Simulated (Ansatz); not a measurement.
## YPO4 (I4_1/amd): a many-body input that goes wrong, and its mend

A first try at the G0W0 gap of YPO4 (I4_1/amd), what the program said, and an input that works.

Program: Ansatz 0.2.0. Level of theory: G0W0 on r2SCAN, plane waves, PAW. Results are calculated unless marked as measured.

The database entry behind the starting cell differs from later determinations by our own check (impure mineral, about 0.2 % long), so it need not match the best structure at ambient conditions.

### 1. The structure

It takes space group I4_1/amd (No. 141, tetragonal). The conventional cell has a = 6.895 Å, b = 6.895 Å, c = 6.028 Å, α = 90.00°, β = 90.00°, γ = 90.00°. Nearest to Y lie 8 O at 2.31 to 2.38 Å. Nearest to P lie 4 O at 1.54 Å. O has 1 P at 1.54 Å and 2 Y at 2.31 to 2.38 Å nearest. Farther neighbours and most contacts between anions are not listed.

Structure file:

```cif
data_structure
_symmetry_space_group_name_H-M 'P 1'
_symmetry_Int_Tables_number 1
_cell_length_a 5.7316
_cell_length_b 5.7316
_cell_length_c 5.7316
_cell_angle_alpha 106.051
_cell_angle_beta 106.051
_cell_angle_gamma 116.553
_cell_volume 143.27
loop_
_atom_site_label
_atom_site_type_symbol
_atom_site_fract_x
_atom_site_fract_y
_atom_site_fract_z
_atom_site_occupancy
Y1 Y 0.75000 0.25000 0.50000 1
Y2 Y 0.00000 0.00000 0.00000 1
P3 P 0.50000 0.50000 0.00000 1
P4 P 0.25000 0.75000 0.50000 1
O5 O 0.16610 0.34080 0.82530 1
O6 O 0.09080 0.76550 0.67470 1
O7 O 0.51550 0.34080 0.17470 1
O8 O 0.09080 0.41610 0.32530 1
O9 O 0.58390 0.90920 0.67470 1
O10 O 0.65920 0.83390 0.17470 1
O11 O 0.23450 0.90920 0.32530 1
O12 O 0.65920 0.48450 0.82530 1
```

The cell and positions come from the Crystallography Open Database and are kept as given unless a step says otherwise. The default PAW set here is soft_2. Its files were made with PBE.

### 2. First try

input.yaml

```yaml
crystal:
  lattice:
    - [-3.44735, 3.44735, 3.0138]
    - [3.44735, -3.44735, 3.0138]
    - [3.44735, 3.44735, -3.0138]
  atoms:
    - { symbol: "Y", position: [0.75, 0.25, 0.5] }
    - { symbol: "Y", position: [0.0, 0.0, 0.0] }
    - { symbol: P, position: [0.5, 0.5, 0.0] }
    - { symbol: P, position: [0.25, 0.75, 0.5] }
    - { symbol: O, position: [0.1661, 0.3408, 0.8253] }
    - { symbol: O, position: [0.0908, 0.7655, 0.6747] }
    - { symbol: O, position: [0.5155, 0.3408, 0.1747] }
    - { symbol: O, position: [0.0908, 0.4161, 0.3253] }
    - { symbol: O, position: [0.5839, 0.9092, 0.6747] }
    - { symbol: O, position: [0.6592, 0.8339, 0.1747] }
    - { symbol: O, position: [0.2345, 0.9092, 0.3253] }
    - { symbol: O, position: [0.6592, 0.4845, 0.8253] }
kpoints:
  mp_grid: { grid: [2, 2, 2] }
hamiltonian:
  xc: r2scan
scf:
  occupations: { method: fixed }
gw:
  n_empty_bands: 151
  ecut_chi: 60
  qp_bands: [v4, c4]
  qp_kpoints: band_edges
  screening: { model: contour_deformation }
  q_mesh: [3, 3, 3]
```

On the command line:

```console
$ ansatz run input.yaml --threads 24 --pin off --max-ram 82944MiB --backend cuda --events-out ev --progress --plain --runs-dir out --devices 1 --max-vram 78GiB
```

Numbers of over 12 decimals in the logs are rounded to 6 here.

What it wrote:

```text
Error: 3 input errors — fix all and re-run
  1. invalid value for `gw.q_mesh`: axis 0: q-mesh dimension 3 must divide 2, the k-mesh dimension that kpoints.mp_grid.grid gives — every k−q must land on a point of the k-mesh
  2. invalid value for `gw.q_mesh`: axis 1: q-mesh dimension 3 must divide 2, the k-mesh dimension that kpoints.mp_grid.grid gives — every k−q must land on a point of the k-mesh
  3. invalid value for `gw.q_mesh`: axis 2: q-mesh dimension 3 must divide 2, the k-mesh dimension that kpoints.mp_grid.grid gives — every k−q must land on a point of the k-mesh
```

Elapsed: 0.02 s, on 24 threads of Arm Neoverse V2, shared host; peak memory 0.018 GiB.

Q: What is the fault?

The input was rejected at the start.

The program's message: “Error: 3 input errors — fix all and re-run”

The fault: q mesh that doesn't divide the k mesh. Each q must join two points of the k mesh.

### 3. A better input

Now the one-shot GW correction: screening in the RPA, then the self-energy of the levels asked for.

Edit input.yaml of step 2 so:

```diff
@@ -25,4 +25,4 @@
 gw:
-  n_empty_bands: 151
-  ecut_chi: 60
+  n_empty_bands: 305
+  ecut_chi: 96
   qp_bands: [v4, c4]
@@ -30,2 +30 @@
   screening: { model: contour_deformation }
-  q_mesh: [3, 3, 3]
```

What it wrote:

```text
GPUs: using 1 of 1 available (devices: 1).
[...]
Crystal: 12 atoms, lattice volume = 143.267 Å³
Basis set: ecut = 500 eV, 3683 PW (Γ), exchange–correlation on 180×180×180 points (64 copies of the dense FFT grid, shifted against one another)
Bands: 52, of which v1, the nominal top of the filled ones, is band 40 counted from 1 (39 counted from 0)
Symmetry: 16 space group operations
[...]
k-points: 4 of 8
[...]
SCF iter   1: F=—  HF=-13805.011285 eV  |F-HF|=—  |Δ(HF+E_count)|=         —  Δρ=9.43e-3  dr2=1.34e-1  dr2_τ=1.06e0  ethr=1.77e-3  ⟨swp⟩=5.0  Hψ=836  notcnv=0  defer=37
[...]
SCF iter   7: F=-13805.280112 eV  HF=-13805.280112 eV  |F-HF|=7.48e-10  |Δ(HF+E_count)|=   1.17e-8  Δρ=2.03e-6  dr2=6.28e-9  dr2_τ=1.11e-9  ethr=1.25e-10  ⟨swp⟩=14.8  Hψ=999  notcnv=0
[...]
0    37      5.8371   -26.3071     4.5536   -20.8813  0.7997     4.9580     4.9648  root
     0    38      5.8556   -26.2633     4.3814   -21.0606  0.8031     5.0286     5.0343  root
     0    39      5.8556   -26.2633     4.3814   -21.0606  0.8031     5.0286     5.0343  root
     0    40      6.3539   -26.7324     4.5047   -21.4321  0.8016     5.5529     5.5582  root
     0    41     13.1727    -9.1314    -4.3432   -14.9043  0.8426    14.6180    14.6024  root
     0    42     13.2598    -9.1861    -3.9914   -14.2773  0.8542    14.3668    14.3595  root
     0    43     13.9961    -9.0205    -4.8791   -15.4665  0.8360    15.5859    15.5630  root
     0    44     14.4016    -9.4444    -4.3956   -15.2726  0.8440    15.8493    15.8341  root
[...]
3    41     13.7466    -9.7129    -4.4885   -15.7329  0.8369    15.2980    15.2781  root
     3    42     13.7466    -9.7129    -4.4885   -15.7329  0.8369    15.2980    15.2781  root
     3    43     14.3708   -10.7876    -4.4995   -16.8924  0.8437    15.9949    15.9761  root
     3    44     14.3708   -10.7876    -4.4995   -16.8924  0.8437    15.9949    15.9761  root
[key lines of the parts left out:]
SCF converged after 7 iterations
Free energy (F): -13805.280112 eV
Fermi energy:    6.353916 eV
```

The job ended after 2.2 s (1 × NVIDIA GB200 (shared by 2 runs) with 24 threads; peak memory 1.6 GiB).

This step gave:

- bands summed: 345
- RPA ε∞ on this mesh (eigenvalues): 2.841, 2.841, 3.185
- plane waves in the screening matrix: 313
- q-points in the mesh: 8
- G0W0 gap on the mesh: 8.801 eV
- k of the valence top: 0, 0, 0
- k of the conduction bottom: 0, 0, 0
- starting gap on the mesh: 6.697 eV
- Z at the valence top: 0.8016
- Z at the conduction bottom: 0.8542
- least direct G0W0 gap on the computed points: 8.801 eV

The gap on the mesh goes from 6.70 eV to 8.80 eV, a correction of +2.10 eV, though a band edge has moved to another state.

### 4. What came out

- first try: refused after 0.02 s
- better run: G0W0 gap on the mesh 8.80 eV (2×2×2 mesh, 305 empty bands, screening to 96 eV)

What this shows: The second run differs in: empty bands, screening cutoff (eV) and q mesh. Bands and cutoff are finite, so the gap is not at the basis limit. The miss can reach some tenths of an eV and take either sign; the mesh is an error of its own. The 2×2×2 mesh is coarse for this cell (its supercell is 11 Å along the shortest edge). The RPA ε∞ on it, from the r2SCAN start, is 2.84 and 3.18; such meshes misread the long-range screening, most where the gap is narrow. The many-body steps are scalar-relativistic: spin-orbit coupling is not in them.

[Paths, hosts, dates, memory and timing lines, banners, echoed tables and standing remarks are left out of the program output.]

[Logs are printed without paths, hosts, clocks, repeated set-up lines and the standing remarks that a program may print on its own settings, such as how far it seeks lower states.]

[Runs of the session that timed out or met a known fault of the program may be left out.]

[Cells called generated may have been cut or substituted from an entry of the Crystallography Open Database or the Materials Project.]

[Hosts, paths, dates, database ids (printed as entryN), source tags and the programs' standing remarks are cut or masked in the printed files.]
